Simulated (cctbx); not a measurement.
# GdRhPb2: precision against data quality

Space group Cmcm (no. 63), a = 4.7610 Å, b = 18.6740 Å, c = 4.6070 Å, α = 90.00°, β = 90.00°, γ = 90.00°.

| atom | mult. | x | y | z | Ueq (Å²) |
| --- | --- | --- | --- | --- | --- |
| Pb1 | 4 | 1/2 | 0.0429 | 3/4 | 0.0037 |
| Pb2 | 4 | 1/2 | 0.2488 | 1/4 | 0.0032 |
| Gd1 | 4 | 0 | 0.1125 | 1/4 | 0.0074 |
| Rh1 | 4 | 1/2 | 0.1794 | 3/4 | 0.0071 |

The model was made for the exercise: a known structure type with other elements put in, its volume estimated, not relaxed; displacement parameters are assumed.

Five simulated data sets (cctbx; Ag Kα, λ = 0.56087 Å; 3 % proportional error) differ in resolution or exposure (noise floor 2 counts in the first three, 8 in the last two). Each is refined with the right model, isotropic at 1.1 Å and anisotropic otherwise. How do the figures of merit and the uncertainties move?

| d min (Å) | top counts | ⟨I/σ⟩ (unmerged, absences included) | unique | param. (scale apart) | Rint | R1 | GooF | largest s.u. xyz (fractional) | s.u. U of Rh1 (Å²) | largest error (Å) |
| --- | --- | --- | --- | --- | --- | --- | --- | --- | --- | --- |
| 1.1 | 70000 | 12.8 | 110 | 8 | 0.020 | 0.0119 | 1.48 | 0.00008 | 0.0005 | 0.0026 |
| 0.84 | 70000 | 11.6 | 220 | 16 | 0.026 | 0.0099 | 1.01 | 0.00004 | 0.0003 | 0.0002 |
| 0.6 | 70000 | 10.8 | 578 | 16 | 0.024 | 0.0092 | 0.91 | 0.00002 | 0.0001 | 0.0002 |
| 0.75 | 300 | 0.8 | 310 | 16 | 0.300 | 0.0785 | 0.87 | 0.00062 | 0.0080 | 0.0162 |
| 0.75 | 3000 | 3.8 | 310 | 16 | 0.058 | 0.0263 | 0.87 | 0.00011 | 0.0010 | 0.0021 |

GooF reaches 1.48 where the model lacks something that the data hold (anisotropy at the isotropic level, for one). The s.u. of U for Rh1 goes 0.0005, 0.0003, 0.0001 Å² with resolution and 0.0080, 0.0010 Å² with exposure.

The 1.1 Å row also differs in its displacement model, so it isn't a clean test of resolution.

Hardware for the 0.6 Å refinement: 0.33 s on 1 thread of Arm Neoverse V2, on a shared host, peak memory 0.09 GiB.
